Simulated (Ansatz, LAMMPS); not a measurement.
# Elastic response of amorphous 32Ga2O3-68GeO2 (mol %) (69 atoms): runs compared

How stiff is amorphous 32Ga2O3-68GeO2 (mol %) (69 atoms), and how do its levels respond to strain?

Computed with Ansatz 0.2.0: Kohn-Sham DFT, revPBE, PAW (set soft_1), plane waves; PAW set soft_1.

## Step 1: The cell

The cell holds 69 atoms: 12 Ga, 13 Ge and 44 O. Its edges and angles: a = 9.780 Å, b = 9.780 Å, c = 9.780 Å, α = 90.0°, β = 90.0°, γ = 90.0°. 69 atoms (12 Fe, 13 Ge, 44 O) placed at random at 4.19 g/cm³, melted at 5000 K for 10 ps at fixed volume with the Morse and Coulomb pair potential with partial charges (Pedone, Malavasi, Menziani, Cormack and Segre, J. Phys. Chem. B 110, 11780 (2006)). Quenched from 5000 K to 300 K at 20 K/ps and fixed volume, held 5 ps, then minimised at fixed cell. Then Fe was replaced by Ga and the cell scaled by 1.006 (the potential has no terms for the new elements, so the cell is a start for a DFT relaxation).

Limits known from the start: The quench rate of 20 K/ps is orders of magnitude faster than experiment, which tends to freeze in extra defects. The network of bonds at the start is that of the classical potential that made the cell, and needn't be the one that DFT or experiment would give. Sampling is at Γ alone.

## Step 2: The reference run

The reference is a single point at the end of the relaxation.

Every strained cell starts from the geometry of this run, and its atoms are relaxed with the cell held.

Its input, with most atom lines left out:

```yaml
crystal:
  lattice:
    - [9.74528, 0.15172, -0.25994]
    - [0.15172, 10.02688, 0.0321]
    - [-0.25994, 0.0321, 9.42669]
  atoms:
    - { symbol: Ga, position: [0.88707, 0.9041, 0.57567] }
    - { symbol: Ga, position: [0.29586, 0.65458, 0.71088] }
    - { symbol: Ga, position: [0.6427, 0.083, 0.71679] }
    - { symbol: Ga, position: [0.58659, 0.37097, 0.80369] }
    - { symbol: Ga, position: [0.04487, 0.79808, 0.8811] }
    - { symbol: Ga, position: [0.9492, 0.57686, 0.62834] }
    - { symbol: Ga, position: [0.12173, 0.12187, 0.64093] }
    [... atom lines 8 to 69 left out ...]
kpoints:
  mp_grid: { grid: [1, 1, 1] }
hamiltonian:
  xc: revpbe
  pseudopotentials: { kind: paw, azcp: { folder: soft_1 } }
scf:
  occupations: { method: gaussian, width: 0.05 }
output:
  forces: true
  stress: true
  populations: true
  dos:
    method: { smearing: { sigma: 0.15 } }
    de: 0.1
    projected: { site_lists: { Ga: [Ga], Ge: [Ge], O: [O] } }
  eigenvalues: true
  write_density: true
  write_potential: true
  volumetric_format: npy
```

| Quantity | Value |
| --- | --- |
| free energy per atom | -1831.2113 eV/atom |
| r.m.s. force component | 0.00338 eV/Å |
| pressure | -0.001613 GPa |

Filled and empty levels are parted by 1.56 eV (at Γ alone); a semilocal functional tends to put such gaps too low. In a disordered cell it changes from sample to sample, and tail or defect levels can set it.

## Step 3: The runs

Each row is one run, on 4 threads of Arm Neoverse V1, shared host. The free energy is the program's total, comparable only between runs with the same functional and atoms.

```tsv
run	atoms	outcome	relaxation steps	free energy (eV)	time	host memory (GiB)
Single point at the start	69	converged	-	-126347.105	13 s	1.3
Cell and atoms relaxed	69	converged	18	-126353.577	3.9 min	1.3
Single point at the relaxed geometry	69	converged	-	-126353.577	22 s	1.3
Volume -3 %	69	converged	6	-126353.403	65 s	1.3
Volume +3 %	69	converged	7	-126353.416	92 s	1.3
Volume -6 %	69	converged	7	-126352.871	83 s	1.2
Volume +6 %	69	converged	22	-126353.898	5 min	1.4
Volume -10 %	69	converged	9	-126351.649	1.7 min	1.2
Stretched by 1 % along x	69	converged	3	-126353.546	38 s	1.3
Compressed by 1 % along x	69	converged	3	-126353.544	36 s	1.3
Sheared by 2 % in xy	69	converged	5	-126353.537	60 s	1.3
```

In some runs the program notes that the SCF threshold is loose for the stress.

## Step 4: Pressure against volume

Atoms are relaxed at each volume, in the scaled cell.

```tsv
volume change (%)	volume (Å³/atom)	energy change (meV/atom)	pressure (GPa)	largest move on relaxing (Å)	bonds	gap (eV)
-10	12.003	27.94	7.03	0.60	120	1.82
-6	12.536	10.23	4.26	0.18	115	1.70
-3	12.936	2.52	2.07	0.09	115	1.63
+0	13.337	0.00	0.00	-	114	1.56
+3	13.737	2.32	-1.83	0.09	114	1.48
+6	14.137	-4.66	-1.51	1.44	109	1.44
```

## Step 5: Uniaxial strain and shear

Stress (GPa, compression positive) less that of the relaxed cell, atoms relaxed:

```tsv
strain	xx	yy	zz	xy	energy change (meV/atom)
stretched by 1 % along x	-1.114	-0.439	-0.370	-0.018	0.44
compressed by 1 % along x	1.185	0.476	0.408	0.030	0.47
sheared by 2 % in xy	-0.041	0.083	-0.065	-0.648	0.58
```

## Step 6: What came out

The pressure doesn't fall steadily with volume, which points to a change of structure or electronic state along the way, so no single bulk modulus describes it. The count of bonds runs from 109 to 120 over the series, so at some points contacts cross the cutoffs. At -10 % and +6 % some atom moved by over 0.5 Å on relaxing, so those points may sit in another local minimum. The gap changes by -2.3 eV per unit of ln V, on the run's k-points. In the Cartesian axes of the cell, finite differences give C11 = 115, C12 = 45.7, C13 = 38.9 and C66 = 32.4 GPa (the shear of 2 % is the engineering strain, εxy = 0.01).

**Limits.** Strains are finite and relaxations stop at the force tolerance of the input, which can leave moduli too stiff; they are those of a static cell at zero temperature. Volumes are changed with the cell's shape held, so in an anisotropic solid the modulus lies over the one under free hydrostatic load. The program notes that the SCF threshold of the relaxations is loose for the stress.

The DFT runs together took 17 min of wall time.

[Long decimals in the printed logs are rounded to 6 places.]

[Logs are printed without paths, hosts, clocks, repeated set-up lines and the standing remarks that a program may print on its own settings, such as how far it seeks lower states.]

[Hosts, paths, dates, database ids (printed as entryN), source tags and the programs' standing remarks are cut or masked in the printed files.]
